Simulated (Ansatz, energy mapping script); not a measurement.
# TiClO monolayer: J from the energies of magnetic orders (strain along x -3 %), part 2 of 2

How strongly do the moments of TiClO monolayer couple under PBEsol+U (2.1 eV)? The plan is to run several orders and fit a Heisenberg model.

PBEsol with U = 2.1 eV on Ti d, ortho-atomic projectors; plane waves, U on orthogonalised atomic orbitals unless named otherwise, collinear spin, no spin–orbit coupling.

So far. Step 4 (Run 2 (compensated +−; cell A, 6 atoms)): The run ends antiferromagnetic, 0.02 meV a magnetic atom below the parallel order of its cell. Step 5 (Parallel start in cell B (12 atoms)): The run ends ferromagnetic. For each magnetic atom its energy differs from the parallel run of the first cell by 0.00 meV, an error that one common reference would have brought in.

**6. Order 4: compensated +−+−, cell B of 12 atoms**

This order reverses 2 of the 4 neighbours at 3.18 Å, 2 of the 2 neighbours at 3.28 Å and 0 of the 2 neighbours at 3.79 Å, counted for an average magnetic atom.

File input.yaml:

```yaml
crystal:
  lattice:
    - [6.5572, 0.0, 0.0]
    - [0.0, 3.79, 0.0]
    - [0.0, 0.0, 20.1392]
  atoms:
    - { symbol: Ti, position: [0.0, 0.5, 0.548644], spin: 1.0 }
    - { symbol: Ti, position: [0.5, 0.5, 0.548644], spin: -1.0 }
    - { symbol: Ti, position: [0.25, 0.0, 0.451356], spin: 1.0 }
    - { symbol: Ti, position: [0.75, 0.0, 0.451356], spin: -1.0 }
    - { symbol: Cl, position: [0.25, 0.5, 0.627592] }
    - { symbol: Cl, position: [0.75, 0.5, 0.627592] }
    - { symbol: O, position: [0.25, 0.5, 0.474083] }
    - { symbol: O, position: [0.75, 0.5, 0.474083] }
    - { symbol: O, position: [0.0, 0.0, 0.525917] }
    - { symbol: O, position: [0.5, 0.0, 0.525917] }
    - { symbol: Cl, position: [0.0, 0.0, 0.372408] }
    - { symbol: Cl, position: [0.5, 0.0, 0.372408] }
magnetization:
  spin_polarized: true
kpoints:
  mp_grid: { grid: [4, 7, 1] }
hamiltonian:
  xc: pbesol
  hubbard:
    sites:
      - { species: Ti, l: d, u_eff: 2.1 }
      - { site: 0, l: d, u_eff: 2.1, starting_ns: [{ spin: up, occupation_matrix: ti1_major }, { spin: down, occupation_matrix: ti1_minor }] }
      - { site: 1, l: d, u_eff: 2.1, starting_ns: [{ spin: up, occupation_matrix: ti1_minor }, { spin: down, occupation_matrix: ti1_major }] }
      - { site: 2, l: d, u_eff: 2.1, starting_ns: [{ spin: up, occupation_matrix: ti2_major }, { spin: down, occupation_matrix: ti2_minor }] }
      - { site: 3, l: d, u_eff: 2.1, starting_ns: [{ spin: up, occupation_matrix: ti2_minor }, { spin: down, occupation_matrix: ti2_major }] }
    projectors: ortho-atomic
    occupation_matrices:
      ti1_major:
        matrix:
          - [0.812, 0.0, 0.0, -0.302, 0.0]
          - [0.0, 0.225, 0.0, 0.0, 0.0]
          - [0.0, 0.0, 0.143, 0.0, 0.0]
          - [-0.302, 0.0, 0.0, 0.43, 0.0]
          - [0.0, 0.0, 0.0, 0.0, 0.127]
      ti1_minor:
        matrix:
          - [0.105, 0.0, 0.0, 0.065, 0.0]
          - [0.0, 0.206, 0.0, 0.0, 0.0]
          - [0.0, 0.0, 0.122, 0.0, 0.0]
          - [0.065, 0.0, 0.0, 0.201, 0.0]
          - [0.0, 0.0, 0.0, 0.0, 0.114]
      ti2_major:
        matrix:
          - [0.812, 0.0, 0.0, -0.302, 0.0]
          - [0.0, 0.225, 0.0, 0.0, 0.0]
          - [0.0, 0.0, 0.143, 0.0, 0.0]
          - [-0.302, 0.0, 0.0, 0.43, 0.0]
          - [0.0, 0.0, 0.0, 0.0, 0.127]
      ti2_minor:
        matrix:
          - [0.105, 0.0, 0.0, 0.065, 0.0]
          - [0.0, 0.206, 0.0, 0.0, 0.0]
          - [0.0, 0.0, 0.122, 0.0, 0.0]
          - [0.065, 0.0, 0.0, 0.201, 0.0]
          - [0.0, 0.0, 0.0, 0.0, 0.114]
scf:
  occupations: { method: fermi_dirac, width: 0.04 }
output:
  eigenvalues: true
```

The run is started by

```console
> ansatz run input.yaml --threads 4 --pin off --max-ram 8192MiB --backend cpu --events-out ev --progress --plain --runs-dir out
```

Numbers of over 12 decimals in the logs are rounded to 6 here.

Log:

```text
[...]
Crystal: 12 atoms, lattice volume = 500.495 Å³
Basis set: ecut = 420 eV, 9779 PW (Γ)
Bands: 64, of which v1, the nominal top of the filled ones, is band 50 counted from 1 (49 counted from 0)
Symmetry: 4 space group operations
[...]
k-points: 12 of 28
[...]
Starting moments: Σ|m| = 4 μB on 4 of 12 sites
[...]
k-point 1 ↑: bands = [... 46 lower, -3.2710, -3.0276, -0.5769, -0.4455, 1.2186, 1.3452, 1.5553, 1.7761, ... 10 higher]
  k-point 2 ↑: bands = [... 46 lower, -3.3436, -3.1278, -0.5703, -0.5027, 1.4471, 1.4474, 1.7979, 1.8676, ... 10 higher]
  k-point 11 ↓: bands = [... 46 lower, -3.5436, -3.5432, -0.3104, -0.2927, 1.7701, 1.8042, 2.0538, 2.0920, ... 10 higher]
Occupation matrices written to <dir>
[key lines of the parts left out:]
SCF converged after 15 iterations
Magnetization: 0.0000 μB (50.0000 up, 50.0000 down)
Free energy (F): -16393.607817 eV
Fermi energy:    0.393113 eV
```

Run time: 21 s. Hardware: 4 threads of Arm Neoverse V1, shared host; peak memory 1.6 GiB; 82 s of CPU time.

The run ends antiferromagnetic, 61.15 meV a magnetic atom below the parallel order of its cell.

**7. Run 5 (uncompensated +++−; cell B, 12 atoms)**

This order reverses 2 of the 4 neighbours at 3.18 Å, 1 of the 2 neighbours at 3.28 Å and 0 of the 2 neighbours at 3.79 Å, counted for an average magnetic atom.

input.yaml: that of step 6 with these lines changed.

```diff
@@ -7,3 +7,3 @@
     - { symbol: Ti, position: [0.0, 0.5, 0.548644], spin: 1.0 }
-    - { symbol: Ti, position: [0.5, 0.5, 0.548644], spin: -1.0 }
+    - { symbol: Ti, position: [0.5, 0.5, 0.548644], spin: 1.0 }
     - { symbol: Ti, position: [0.25, 0.0, 0.451356], spin: 1.0 }
@@ -28,3 +28,3 @@
       - { site: 0, l: d, u_eff: 2.1, starting_ns: [{ spin: up, occupation_matrix: ti1_major }, { spin: down, occupation_matrix: ti1_minor }] }
-      - { site: 1, l: d, u_eff: 2.1, starting_ns: [{ spin: up, occupation_matrix: ti1_minor }, { spin: down, occupation_matrix: ti1_major }] }
+      - { site: 1, l: d, u_eff: 2.1, starting_ns: [{ spin: up, occupation_matrix: ti1_major }, { spin: down, occupation_matrix: ti1_minor }] }
       - { site: 2, l: d, u_eff: 2.1, starting_ns: [{ spin: up, occupation_matrix: ti2_major }, { spin: down, occupation_matrix: ti2_minor }] }
```

Log:

```text
[...]
Crystal: 12 atoms, lattice volume = 500.495 Å³
Basis set: ecut = 420 eV, 9779 PW (Γ)
Bands: 64, of which v1, the nominal top of the filled ones, is band 50 counted from 1 (49 counted from 0)
Symmetry: 4 space group operations
[...]
k-points: 12 of 28
[...]
Starting moments: Σ|m| = 4 μB on 4 of 12 sites
[...]
k-point 1 ↑: bands = [... 46 lower, -3.2595, -3.0134, -0.9470, -0.4792, 0.1440, 1.2281, 1.2990, 1.4045, ... 10 higher]
  k-point 2 ↑: bands = [... 46 lower, -3.3409, -3.1315, -0.9724, -0.5124, 0.1515, 1.3301, 1.4491, 1.8232, ... 10 higher]
  k-point 11 ↓: bands = [... 46 lower, -3.5104, -3.5053, -0.2757, 1.7908, 2.0837, 2.2003, 2.2640, 2.3540, ... 10 higher]
Occupation matrices written to <dir>
[key lines of the parts left out:]
SCF converged after 14 iterations
Magnetization: 2.0000 μB (51.0000 up, 49.0000 down)
Free energy (F): -16393.486244 eV
Fermi energy:    0.572677 eV
```

It took 31 s on 4 threads; peak memory 1.4 GiB; 2 min of CPU time.

The run ends ferrimagnetic, 30.75 meV a magnetic atom below the parallel order of its cell.

**8. Order 6: parallel, cell C of 12 atoms**

A new cell needs its own zero of energy.

This run holds the same structure in another cell (a 6.557 → 3.279 Å, b 3.790 → 7.580 Å).

input.yaml: that of step 7 with these lines changed.

```diff
@@ -2,18 +2,18 @@
   lattice:
-    - [6.5572, 0.0, 0.0]
-    - [0.0, 3.79, 0.0]
+    - [3.2786, 0.0, 0.0]
+    - [0.0, 7.58, 0.0]
     - [0.0, 0.0, 20.1392]
   atoms:
-    - { symbol: Ti, position: [0.0, 0.5, 0.548644], spin: 1.0 }
-    - { symbol: Ti, position: [0.5, 0.5, 0.548644], spin: 1.0 }
-    - { symbol: Ti, position: [0.25, 0.0, 0.451356], spin: 1.0 }
-    - { symbol: Ti, position: [0.75, 0.0, 0.451356], spin: -1.0 }
-    - { symbol: Cl, position: [0.25, 0.5, 0.627592] }
-    - { symbol: Cl, position: [0.75, 0.5, 0.627592] }
-    - { symbol: O, position: [0.25, 0.5, 0.474083] }
-    - { symbol: O, position: [0.75, 0.5, 0.474083] }
+    - { symbol: Ti, position: [0.0, 0.25, 0.548644], spin: 1.0 }
+    - { symbol: Ti, position: [0.0, 0.75, 0.548644], spin: 1.0 }
+    - { symbol: Ti, position: [0.5, 0.0, 0.451356], spin: 1.0 }
+    - { symbol: Ti, position: [0.5, 0.5, 0.451356], spin: 1.0 }
+    - { symbol: Cl, position: [0.5, 0.25, 0.627592] }
+    - { symbol: Cl, position: [0.5, 0.75, 0.627592] }
+    - { symbol: O, position: [0.5, 0.25, 0.474083] }
+    - { symbol: O, position: [0.5, 0.75, 0.474083] }
     - { symbol: O, position: [0.0, 0.0, 0.525917] }
-    - { symbol: O, position: [0.5, 0.0, 0.525917] }
+    - { symbol: O, position: [0.0, 0.5, 0.525917] }
     - { symbol: Cl, position: [0.0, 0.0, 0.372408] }
-    - { symbol: Cl, position: [0.5, 0.0, 0.372408] }
+    - { symbol: Cl, position: [0.0, 0.5, 0.372408] }
 magnetization:
@@ -21,3 +21,3 @@
 kpoints:
-  mp_grid: { grid: [4, 7, 1] }
+  mp_grid: { grid: [8, 4, 1] }
 hamiltonian:
@@ -30,3 +30,3 @@
       - { site: 2, l: d, u_eff: 2.1, starting_ns: [{ spin: up, occupation_matrix: ti2_major }, { spin: down, occupation_matrix: ti2_minor }] }
-      - { site: 3, l: d, u_eff: 2.1, starting_ns: [{ spin: up, occupation_matrix: ti2_minor }, { spin: down, occupation_matrix: ti2_major }] }
+      - { site: 3, l: d, u_eff: 2.1, starting_ns: [{ spin: up, occupation_matrix: ti2_major }, { spin: down, occupation_matrix: ti2_minor }] }
     projectors: ortho-atomic
```

Log:

```text
[...]
Crystal: 12 atoms, lattice volume = 500.495 Å³
Basis set: ecut = 420 eV, 9829 PW (Γ)
Bands: 64, of which v1, the nominal top of the filled ones, is band 50 counted from 1 (49 counted from 0)
Symmetry: 16 space group operations
[...]
k-points: 15 of 32
[...]
Starting moments: Σ|m| = 4 μB on 4 of 12 sites
[...]
k-point 1 ↑: bands = [... 46 lower, -3.1683, -2.9601, -1.0159, -0.9915, -0.9787, -0.8565, 1.2064, 1.8481, ... 10 higher]
  k-point 2 ↑: bands = [... 46 lower, -3.1567, -3.1567, -0.9468, -0.9468, -0.9153, -0.9153, 1.7255, 1.7255, ... 10 higher]
  k-point 14 ↓: bands = [... 46 lower, -3.2671, -3.2671, 1.8284, 1.8284, 1.8284, 1.8284, 2.3262, 2.3262, ... 10 higher]
Occupation matrices written to <dir>
[key lines of the parts left out:]
SCF converged after 13 iterations
Magnetization: 4.0000 μB (52.0000 up, 48.0000 down)
Free energy (F): -16393.363070 eV
Fermi energy:    0.598493 eV
```

Elapsed: 23 s, on 4 threads; peak memory 1.7 GiB.

The run ends ferromagnetic. For each magnetic atom its energy differs from the parallel run of the first cell by 0.04 meV, an error that one common reference would have brought in.

**9. Compensated +−+− start in cell C (12 atoms)**

This order reverses 2 of the 4 neighbours at 3.18 Å, 0 of the 2 neighbours at 3.28 Å and 2 of the 2 neighbours at 3.79 Å, counted for an average magnetic atom.

input.yaml: that of step 8 with these lines changed.

```diff
@@ -7,5 +7,5 @@
     - { symbol: Ti, position: [0.0, 0.25, 0.548644], spin: 1.0 }
-    - { symbol: Ti, position: [0.0, 0.75, 0.548644], spin: 1.0 }
+    - { symbol: Ti, position: [0.0, 0.75, 0.548644], spin: -1.0 }
     - { symbol: Ti, position: [0.5, 0.0, 0.451356], spin: 1.0 }
-    - { symbol: Ti, position: [0.5, 0.5, 0.451356], spin: 1.0 }
+    - { symbol: Ti, position: [0.5, 0.5, 0.451356], spin: -1.0 }
     - { symbol: Cl, position: [0.5, 0.25, 0.627592] }
@@ -28,5 +28,5 @@
       - { site: 0, l: d, u_eff: 2.1, starting_ns: [{ spin: up, occupation_matrix: ti1_major }, { spin: down, occupation_matrix: ti1_minor }] }
-      - { site: 1, l: d, u_eff: 2.1, starting_ns: [{ spin: up, occupation_matrix: ti1_major }, { spin: down, occupation_matrix: ti1_minor }] }
+      - { site: 1, l: d, u_eff: 2.1, starting_ns: [{ spin: up, occupation_matrix: ti1_minor }, { spin: down, occupation_matrix: ti1_major }] }
       - { site: 2, l: d, u_eff: 2.1, starting_ns: [{ spin: up, occupation_matrix: ti2_major }, { spin: down, occupation_matrix: ti2_minor }] }
-      - { site: 3, l: d, u_eff: 2.1, starting_ns: [{ spin: up, occupation_matrix: ti2_major }, { spin: down, occupation_matrix: ti2_minor }] }
+      - { site: 3, l: d, u_eff: 2.1, starting_ns: [{ spin: up, occupation_matrix: ti2_minor }, { spin: down, occupation_matrix: ti2_major }] }
     projectors: ortho-atomic
```

Log:

```text
[...]
Crystal: 12 atoms, lattice volume = 500.495 Å³
Basis set: ecut = 420 eV, 9829 PW (Γ)
Bands: 64, of which v1, the nominal top of the filled ones, is band 50 counted from 1 (49 counted from 0)
Symmetry: 4 space group operations
[...]
k-points: 15 of 32
[...]
Starting moments: Σ|m| = 4 μB on 4 of 12 sites
[...]
k-point 1 ↑: bands = [... 46 lower, -3.1380, -2.9506, -0.9859, -0.9356, 1.4079, 1.8046, 1.9802, 2.1396, ... 10 higher]
  k-point 2 ↑: bands = [... 46 lower, -3.1485, -3.0842, -0.9417, -0.9225, 1.7561, 1.7683, 1.9455, 2.0039, ... 10 higher]
  k-point 14 ↓: bands = [... 46 lower, -3.2595, -3.2595, 0.1743, 0.1743, 1.3738, 1.3738, 1.6481, 1.6481, ... 10 higher]
Occupation matrices written to <dir>
[key lines of the parts left out:]
SCF converged after 15 iterations
Magnetization: 0.0000 μB (50.0000 up, 50.0000 down)
Free energy (F): -16393.361288 eV
Fermi energy:    0.692631 eV
```

Elapsed: 14 s, on 4 threads; peak memory 1.7 GiB; 54 s of CPU time.

The run ends antiferromagnetic, 0.44 meV a magnetic atom above the parallel order of its cell.

**10. Run 8 (uncompensated +++−; cell C, 12 atoms)**

This order reverses 2 of the 4 neighbours at 3.18 Å, 0 of the 2 neighbours at 3.28 Å and 1 of the 2 neighbours at 3.79 Å, counted for an average magnetic atom.

input.yaml: that of step 9 with these lines changed.

```diff
@@ -7,3 +7,3 @@
     - { symbol: Ti, position: [0.0, 0.25, 0.548644], spin: 1.0 }
-    - { symbol: Ti, position: [0.0, 0.75, 0.548644], spin: -1.0 }
+    - { symbol: Ti, position: [0.0, 0.75, 0.548644], spin: 1.0 }
     - { symbol: Ti, position: [0.5, 0.0, 0.451356], spin: 1.0 }
@@ -28,3 +28,3 @@
       - { site: 0, l: d, u_eff: 2.1, starting_ns: [{ spin: up, occupation_matrix: ti1_major }, { spin: down, occupation_matrix: ti1_minor }] }
-      - { site: 1, l: d, u_eff: 2.1, starting_ns: [{ spin: up, occupation_matrix: ti1_minor }, { spin: down, occupation_matrix: ti1_major }] }
+      - { site: 1, l: d, u_eff: 2.1, starting_ns: [{ spin: up, occupation_matrix: ti1_major }, { spin: down, occupation_matrix: ti1_minor }] }
       - { site: 2, l: d, u_eff: 2.1, starting_ns: [{ spin: up, occupation_matrix: ti2_major }, { spin: down, occupation_matrix: ti2_minor }] }
```

Log:

```text
[...]
Crystal: 12 atoms, lattice volume = 500.495 Å³
Basis set: ecut = 420 eV, 9829 PW (Γ)
Bands: 64, of which v1, the nominal top of the filled ones, is band 50 counted from 1 (49 counted from 0)
Symmetry: 4 space group operations
[...]
k-points: 15 of 32
[...]
Starting moments: Σ|m| = 4 μB on 4 of 12 sites
[...]
k-point 1 ↑: bands = [... 46 lower, -3.1520, -2.9543, -1.0049, -0.9804, -0.8962, 1.2928, 1.9183, 1.9274, ... 10 higher]
  k-point 2 ↑: bands = [... 46 lower, -3.1582, -3.1139, -0.9446, -0.9334, -0.9150, 1.7304, 1.8280, 1.8687, ... 10 higher]
  k-point 14 ↓: bands = [... 46 lower, -3.2639, -3.2578, 0.1706, 1.4074, 1.6107, 1.7693, 1.8164, 2.0378, ... 10 higher]
Occupation matrices written to <dir>
[key lines of the parts left out:]
SCF converged after 16 iterations
Magnetization: 2.0000 μB (51.0000 up, 49.0000 down)
Free energy (F): -16393.362215 eV
Fermi energy:    0.644004 eV
```

The job ended after 40 s (4 threads; peak memory 1.6 GiB).

The run ends ferrimagnetic, 0.21 meV a magnetic atom above the parallel order of its cell.

**11. Mapping onto a Heisenberg model**

Each energy difference is a sum of couplings weighted by the pairs that the order reverses. A few near shells are fitted to the differences by least squares. Energies are those extrapolated to zero occupation width, not the free energies F.

The orders that converged (zero: parallel moments in the same cell):

| order | atoms | energy (meV a magnetic atom) | moments (μB) | moments kept as typed | opposed neighbours at 3.18, 3.28, 3.79 Å |
| --- | --- | --- | --- | --- | --- |
| parallel in cell A | 6 | 0.00 | 0.67 | yes | 0, 0, 0 |
| compensated +− in cell A | 6 | -0.02 | 0.66 | yes | 4, 0, 0 |
| parallel in cell B | 12 | 0.00 | 0.67 | yes | 0, 0, 0 |
| compensated +−+− in cell B | 12 | -61.15 | 0.62 | yes | 2, 2, 0 |
| uncompensated +++− in cell B | 12 | -30.75 | 0.62 to 0.66 | yes | 2, 1, 0 |
| parallel in cell C | 12 | 0.00 | 0.67 | yes | 0, 0, 0 |
| compensated +−+− in cell C | 12 | 0.44 | 0.66 | yes | 2, 0, 2 |
| uncompensated +++− in cell C | 12 | 0.21 | 0.66 to 0.67 | yes | 2, 0, 1 |

Couplings from the energies, with E = −Σ J e·e over ordered pairs:

| pair | distance (Å) | neighbours | J (meV) |
| --- | --- | --- | --- |
| Ti–Ti | 3.18 | 4 | -0.00615 |
| Ti–Ti | 3.28 | 2 | -15.3 |
| Ti–Ti | 3.79 | 2 | 0.118 |

These orders cannot tell some unfitted shells from fitted ones: the value at 3.18 Å holds J(3.18) + J(5.62) + J(6.23), the value at 3.28 Å holds J(3.28) + 2 J(5.01) and the value at 3.79 Å holds J(3.79) + 2 J(5.01); other unfitted shells add to the values wholly or in part. No temperature is drawn.

**12. Comparison**

The first set of orders, under PBEsol+U (2.1 eV), strain along x +0 %, took 11 min of CPU time summed over its finished orders (seed run apart), these 11 min.

| quantity | this set | first set |
| --- | --- | --- |
| J at 3.18 Å (3.21 Å in the first set), meV | -0.00615 | -0.0362 |
| J at 3.28 Å (3.38 Å in the first set), meV | -15.3 | -8.38 |
| J at 3.79 Å, meV | 0.118 | 0.130 |

The coupling that led in the first set goes from -8.38 to -15.3 meV.

**13. What came out**

* lowest order tried: compensated +−+− in cell B
* largest fitted value (a combination of shells), Ti–Ti at 3.28 Å: -15.3 meV

In words: Of the orders tried, TiClO monolayer (strain along x -3 %) prefers the order “compensated +−+− in cell B” under PBEsol+U (2.1 eV), with 2 of 4 neighbours at 3.18 Å, 2 of 2 neighbours at 3.28 Å and 0 of 2 neighbours at 3.79 Å opposed. The largest fitted value is -15 meV, at 3.28 Å. It is a combination of shells that these orders cannot split, so neither its size nor its sign can be laid on that pair alone. The orders also reverse pairs at 5.01, 5.62 and 6.23 Å, which are not fitted, so the fitted values hold their part too. The 5 differences hold only 3 independent equations for a pair model, so the fit of 3 couplings has none to spare and its small miss tests the pair form alone. In the fitted orders moments change by up to 7.9 % against the parallel run of the same cell, so the mapping is rough. With a near shell that the orders cannot separate, no temperature is given.

[Logs and program files are shortened in this print: banners, set-up blocks, solver, clock and traceback lines can be left out without a mark of their own.]

[Logs are printed without paths, hosts, clocks, repeated set-up lines and the standing remarks that a program may print on its own settings, such as how far it seeks lower states.]

[Hosts, paths, dates, database ids (printed as entryN), source tags and the programs' standing remarks are cut or masked in the printed files.]

[Where a cell is said to come from a database of computed structures, the database is the Materials Project.]
